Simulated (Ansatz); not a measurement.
# BePd3C (built on the sites of a database entry of CaPd3C): a soft mode frozen in

Wanted: the energy along a soft mode of BePd3C (built on the sites of a database entry of CaPd3C) and the structure at the end.

Calculated with Ansatz 0.2.0; DFT PBEsol, scalar-relativistic, plane waves, PAW.

Most raw output is cut from this account.

The structure was built from a prototype and need not be the compound's stable phase.

### 1. The structure

Symmetry: Pm-3m, No. 221, cubic system. The conventional cell has a = 4.016 Å, b = 4.016 Å, c = 4.016 Å, α = 90.00°, β = 90.00°, γ = 90.00°. Nearest to Be lie 12 Pd at 2.84 Å. Nearest to Pd lie 2 C at 2.01 Å and 4 Be at 2.84 Å and 8 Pd at 2.84 Å. Nearest to C lie 6 Pd at 2.01 Å. Farther neighbours are not listed.

### 2. The dispersion

The cell comes from relaxations at this level that are not shown. Stability and thermal properties need the whole zone. Linear response on a 4×4×4 q mesh gives force constants as far as a supercell of that size would.

The input, input.yaml:

```yaml
crystal:
  lattice:
    - [4.0156977755, 0.0, 0.0]
    - [0.0, 4.0156977755, 0.0]
    - [0.0, 0.0, 4.0156977755]
  atoms:
    - { symbol: Be, position: [0.0, 0.0, 0.0] }
    - { symbol: Pd, position: [0.0, 0.5, 0.5] }
    - { symbol: Pd, position: [0.5, 0.5, 0.0] }
    - { symbol: Pd, position: [0.5, 0.0, 0.5] }
    - { symbol: C, position: [0.5, 0.5, 0.5] }
kpoints:
  mp_grid: { grid: [12, 12, 12] }
hamiltonian:
  xc: pbesol
scf:
  occupations: { method: methfessel_paxton, width: 0.2 }
output:
  eigenvalues: true
phonons:
  method: dfpt
  qmesh: [4, 4, 4]
  temperatures: { t_max: 1000, t_step: 50 }
  qpath:
    path:
      - [[0.0, 0.0, 0.0], [0.0, 0.5, 0.0], [0.5, 0.5, 0.0], [0.0, 0.0, 0.0], [0.5, 0.5, 0.5], [0.0, 0.5, 0.0]]
      - [[0.5, 0.5, 0.5], [0.5, 0.5, 0.0]]
    npoints: 10
```

Started as:

```sh
$ ansatz run input.yaml --threads 4 --pin off --max-ram 14336MiB --backend cpu --events-out ev --progress --plain --runs-dir out
```

The job ended after 61 min (4 threads of Arm Neoverse V1, shared host; peak memory 7.7 GiB; 4 h of CPU time).

This step gave:

```
volume per atom                                         : 12.95 Å³
gap on the k-mesh                                       : 0 eV
sum-rule residual before enforcement                    : 1.73e-4 eV/Å²
lowest frequency on the path                            : -131.8 cm⁻¹
point group                                             : m-3m
highest frequency on the path or at a solved wavevector : 709.7 cm⁻¹
highest optical mode at the zone centre (no LO-TO term) : 492.3 cm⁻¹
lowest optical zone-centre mode                         : -107.6 cm⁻¹
lowest mode on the q mesh (acoustic modes at Γ apart)   : -127.9 cm⁻¹
```

Frequencies (cm⁻¹) solved at each irreducible wavevector; negative means imaginary. Frequencies by wavevector, by row:

| q in reciprocal lattice units | star | mode 1 | mode 2 | mode 3 | mode 4 | mode 13 | mode 14 | mode 15 |
| --- | --- | --- | --- | --- | --- | --- | --- | --- |
| 0 0 0 | 1 | -107.6 | -107.6 | -107.6 | 0 | 492.3 | 492.3 | 492.3 |
| 0 0 0.25 | 6 | -103.8 | -103.8 | -69.1 | -66 | 486 | 486 | 601.7 |
| 0 0 -0.5 | 3 | -127.9 | -127.9 | -95.9 | 23.9 | 495.6 | 495.6 | 692 |
| 0 0.25 0.25 | 12 | -95 | -92 | -88.3 | -85.6 | 491.6 | 597.2 | 621.5 |
| 0 0.25 -0.5 | 12 | -120.4 | -111.7 | -106.4 | -57.6 | 487.2 | 619.9 | 700.2 |
| 0 -0.5 -0.5 | 3 | -102.1 | -94.3 | -94.3 | -90.2 | 482.9 | 707.4 | 707.4 |
| 0.25 0.25 0.25 | 8 | -111.1 | -111.1 | -88.6 | -60.3 | 600.5 | 623.1 | 623.1 |
| 0.25 0.25 -0.5 | 12 | -124.5 | -110.5 | -91.8 | -77.1 | 611.7 | 625.2 | 703.5 |
| 0.25 -0.5 -0.5 | 6 | -105 | -105 | -98.1 | -95.3 | 620 | 708.5 | 708.5 |
| -0.5 -0.5 -0.5 | 1 | -107.1 | -107.1 | -107.1 | -102.8 | 709.7 | 709.7 | 709.7 |

Interpolated from a 4×4×4 q mesh. The phonon branches at the labelled points (cm⁻¹):

| point | branch 1 | branch 2 | branch 3 | branch 4 | branch 12 | branch 13 | branch 14 | branch 15 |
| --- | --- | --- | --- | --- | --- | --- | --- | --- |
| Γ | -108 | -108 | -108 | 0 | 144 | 492 | 492 | 492 |
| halfway | -104 | -104 | -69 | -66 | 208 | 486 | 486 | 602 |
| X | -128 | -128 | -96 | 24 | 238 | 496 | 496 | 692 |
| halfway | -120 | -112 | -106 | -58 | 256 | 487 | 620 | 700 |
| M | -102 | -94 | -94 | -90 | 280 | 483 | 707 | 707 |
| halfway | -95 | -92 | -88 | -86 | 228 | 492 | 597 | 622 |
| Γ | -108 | -108 | -108 | 0 | 144 | 492 | 492 | 492 |
| halfway | -111 | -111 | -89 | -60 | 250 | 600 | 623 | 623 |
| R | -107 | -107 | -107 | -103 | 318 | 710 | 710 | 710 |
| halfway | -124 | -110 | -92 | -77 | 275 | 612 | 625 | 704 |
| X | -128 | -128 | -96 | 24 | 238 | 496 | 496 | 692 |
| jump to R | -107 | -107 | -107 | -103 | 318 | 710 | 710 | 710 |
| halfway | -105 | -105 | -98 | -95 | 298 | 620 | 708 | 708 |
| M | -102 | -94 | -94 | -90 | 280 | 483 | 707 | 707 |

Symmetry leaves 10 wavevectors to solve. The lowest mode among them, the acoustic zeros apart, lies at q = (0, 0, -0.5) and is imaginary, 127.9i cm⁻¹, so the energy falls along it. Between them the interpolated path dips to 132i cm⁻¹.

### 3. The mode frozen in, largest atomic shift 0 Å

The mode followed lies at q = (0, 0, -0.5) with frequency 127.9i cm⁻¹ and is 2-fold degenerate, the softest among the wavevectors solved. At small amplitude the distorted cell has space group no. 63 by a symmetry search on the positions. The undistorted cell that holds it gives the zero of energy on the same k mesh.

System of this step: BePd3C (built on the sites of a database entry of CaPd3C). Symmetry: Pm-3m, No. 221, cubic system. Conventional cell: a = 4.016 Å, b = 4.016 Å, c = 4.016 Å, α = 90.00°, β = 90.00°, γ = 90.00°. Nearest to Be lie 12 Pd at 2.84 Å. Nearest to Pd lie 2 C at 2.01 Å and 8 Pd at 2.84 Å and 4 Be at 2.84 Å. Nearest to Pd lie 2 C at 2.01 Å and 4 Be at 2.84 Å and 8 Pd at 2.84 Å. Nearest to C lie 6 Pd at 2.01 Å. Farther neighbours are not listed.

The input, input.yaml:

```yaml
crystal:
  lattice:
    - [4.0156977755, 0.0, 0.0]
    - [0.0, 4.0156977755, 0.0]
    - [0.0, 0.0, 8.031395551]
  atoms:
    - { symbol: Be, position: [0.0, 0.0, 0.0] }
    - { symbol: Be, position: [0.0, 0.0, 0.5] }
    - { symbol: Pd, position: [0.0, 0.5, 0.25] }
    - { symbol: Pd, position: [0.0, 0.5, 0.75] }
    - { symbol: Pd, position: [0.5, 0.5, 0.0] }
    - { symbol: Pd, position: [0.5, 0.5, 0.5] }
    - { symbol: Pd, position: [0.5, 0.0, 0.25] }
    - { symbol: Pd, position: [0.5, 0.0, 0.75] }
    - { symbol: C, position: [0.5, 0.5, 0.25] }
    - { symbol: C, position: [0.5, 0.5, 0.75] }
kpoints:
  mp_grid: { grid: [10, 10, 6] }
hamiltonian:
  xc: pbesol
scf:
  occupations: { method: methfessel_paxton, width: 0.2 }
output:
  forces: true
  stress: true
  eigenvalues: true
```

It took 11 s on 4 threads; peak memory 0.84 GiB.

Numbers from this step:

| Item | Value |
| --- | --- |
| pressure | -0.01195 GPa |
| energy from the undistorted cell | 0 meV/atom |

The run ends at a pressure of -0.01 GPa.

### 4. The mode frozen in, largest atomic shift 0.22 Å

The atoms are moved along the unstable eigenvector, the largest shift by 0.22 Å, with the cell fixed.

input.yaml, the sections that differ from step 3:

```yaml
crystal:
  lattice:
    - [4.0156977755, 0.0, 0.0]
    - [0.0, 4.0156977755, 0.0]
    - [0.0, 0.0, 8.031395551]
  atoms:
    - { symbol: Be, position: [0.0387388445, 0.0387388445, 0.0] }
    - { symbol: Be, position: [-0.0387388445, -0.0387388445, 0.5] }
    - { symbol: Pd, position: [0.0, 0.5, 0.25] }
    - { symbol: Pd, position: [0.0, 0.5, 0.75] }
    - { symbol: Pd, position: [0.477220539, 0.477220539, 0.0] }
    - { symbol: Pd, position: [0.522779461, 0.522779461, 0.5] }
    - { symbol: Pd, position: [0.5, 0.0, 0.25] }
    - { symbol: Pd, position: [0.5, 0.0, 0.75] }
    - { symbol: C, position: [0.5, 0.5, 0.25] }
    - { symbol: C, position: [0.5, 0.5, 0.75] }
# kpoints, hamiltonian, scf, output: as in step 3
```

Wall time 17 s (4 threads); peak memory 1 GiB.

This step gave:

* pressure: 0.7807 GPa
* energy from the undistorted cell: -8.239 meV/atom

The energy, extrapolated to zero smearing, is -8.24 meV/atom against the undistorted cell.

The run ends at a pressure of 0.78 GPa, with forces up to 0.33 eV/Å.

### 5. Energy along the mode, all amplitudes (two of the runs are shown above)

An imaginary frequency means negative curvature, so the energy should fall and then rise again as anharmonic terms take over.

Numbers from this step:

```
depth at the lowest point sampled  : 8.239 meV/atom
largest atomic shift at that point : 0.22 Å
```

The energy from the parent by largest atomic shift:

| largest atomic shift (Å) | energy from the parent (meV/atom) |
| --- | --- |
| 0.000 | 0 |
| 0.040 | -0.456 |
| 0.080 | -1.72 |
| 0.140 | -4.53 |
| 0.220 | -8.24 |
| 0.320 | -8.05 |
| 0.450 | 16.1 |

Displacement at unit largest shift by atom:

| atom | x (Å) | y (Å) | z (Å) | size |
| --- | --- | --- | --- | --- |
| Be1 | 0.707 | 0.707 | 0.000 | 1.000 |
| Be2 | -0.707 | -0.707 | 0.000 | 1.000 |
| Pd3 | 0.000 | 0.000 | 0.000 | 0.000 |
| Pd4 | 0.000 | 0.000 | 0.000 | 0.000 |
| Pd5 | -0.416 | -0.416 | 0.000 | 0.588 |
| Pd6 | 0.416 | 0.416 | 0.000 | 0.588 |
| Pd7 | 0.000 | 0.000 | 0.000 | 0.000 |
| Pd8 | 0.000 | 0.000 | 0.000 | 0.000 |
| C9 | 0.000 | 0.000 | 0.000 | 0.000 |
| C10 | 0.000 | 0.000 | 0.000 | 0.000 |

The lowest of the steps tried is at 0.22 Å, 8.24 meV/atom below the parent; the bottom of the well need not coincide with a step.

### 6. Relaxation from the frozen mode

Starting from the lowest point found, all atoms and the cell are let go, so that strain and other modes of the same symmetry can join in.

Changes to input.yaml since step 4:

```diff
@@ -26 +26,6 @@
   eigenvalues: true
+relax:
+  adjacent_minimum: "off"
+  f_tol: 0.002
+  max_steps: 120
+  cell: { stress_tol: 0.03 }
```

Elapsed: 2.8 min, on 4 threads; peak memory 1.1 GiB; 11 min of CPU time.

Relaxation path:

| step | energy less that of the first step (eV) | largest force component (eV/Å) | pressure (GPa) | volume (Å³) |
| --- | --- | --- | --- | --- |
| 1 | 0.0000 | 0.2338 | 0.78 | 129.51 |
| 2 | -0.0316 | 0.1593 | -0.02 | 130.02 |
| 3 | -0.0396 | 0.1192 | 0.94 | 129.59 |
| 4 | -0.0493 | 0.0178 | -0.32 | 130.40 |
| 5 | -0.0505 | 0.0035 | -0.05 | 130.29 |
| 6 | -0.0508 | 0.0064 | 0.00 | 130.34 |
| 7 | -0.0509 | 0.0010 | 0.00 | 130.31 |
| 8* | -0.0519 | 0.0011 | 0.01 | 130.31 |

Relaxation steps marked * repeat the geometry before them on a plane-wave basis chosen anew for their cell, so energy and pressure can jump there.

Forces are held to the 8 operations that the run works with; a distortion that breaks them can't arise in this run.

| conventional cell, symmetrised | before | after | change |
| --- | --- | --- | --- |
| a (Å) | 5.679 | 5.596 | -1.5 % |
| b (Å) | 5.679 | 5.816 | +2.4 % |
| c (Å) | 8.031 | 8.007 | -0.3 % |
| volume (Å³/atom) | 12.95 | 13.03 | +0.6 % |

The atoms that moved most (Å, as changes of fractional coordinates times the final cell):

| atom | dx | dy | dz | length |
| --- | --- | --- | --- | --- |
| Pd6 | 0.072 | 0.072 | 0.000 | 0.103 |
| Pd5 | -0.072 | -0.072 | 0.000 | 0.103 |
| Be1 | 0.006 | 0.006 | 0.000 | 0.008 |
| Be2 | -0.006 | -0.006 | 0.000 | 0.008 |

The relaxed structure:

```xyz
10
Lattice="4.0348 0.0776 0.0000 0.0776 4.0348 0.0000 0.0000 0.0000 8.0074" Properties=species:S:1:pos:R:3 pbc="T T T"
Be    0.1649    0.1649    0.0000
Be   -0.1649   -0.1649    4.0037
Pd    0.0388    2.0174    2.0018
Pd    0.0388    2.0174    6.0055
Pd    1.8900    1.8900    0.0000
Pd    2.2223    2.2223    4.0037
Pd    2.0174    0.0388    2.0018
Pd    2.0174    0.0388    6.0055
C     2.0562    2.0562    2.0018
C     2.0562    2.0562    6.0055
```

This step gave:

- pressure: 0.005742 GPa
- volume per atom: 13.03 Å³

The distorted start has space group Cmcm; the relaxation ends in Cmcm.

### 7. Outcome

- unstable mode of the parent: q = (0, 0, -0.5), 128i cm⁻¹
- depth at the lowest point sampled: 8.24 meV/atom
- largest atomic shift at that point: 0.22 Å
- space group reached (within 0.01 Å): Cmcm
- energy gained over the parent (first relaxation, on the mesh of the frozen mode): 13.5 meV/atom
- volume per atom, phase reached: 13.0 Å³

Along this mode the structure falls into Cmcm, 13.5 meV/atom below the parent. At the parent's cell the well is 8.239 meV/atom deep on the steps tried, with its lowest point at a shift of 0.22 Å. Relaxing atoms and cell changes the gain by +5.27 meV/atom against the lowest step (energies at zero smearing). The modes of the phase reached were not computed on this path. Of the 6 patterns followed to their end from this parent, this one ends 0.940 meV/atom above the lowest, P2_1/m. Another end point lies within 1 meV/atom; how such a difference moves with mesh and cutoff was not tested. Each path keeps the symmetry of its pattern, so a lower phase may lie along a pattern not tried. With no gap, or one that is small against the smearing, the frequencies hang on the k mesh and the smearing, most of all near Kohn anomalies. A phonon run warned that its eigensolver left some bands unconverged in a pass. The starting cell was built on a prototype and not taken from a measurement, so the phase need not exist.

[Logs are printed without paths, hosts, clocks, repeated set-up lines and the standing remarks that a program may print on its own settings, such as how far it seeks lower states.]

[Hosts, paths, dates, database ids (printed as entryN), source tags and the programs' standing remarks are cut or masked in the printed files.]
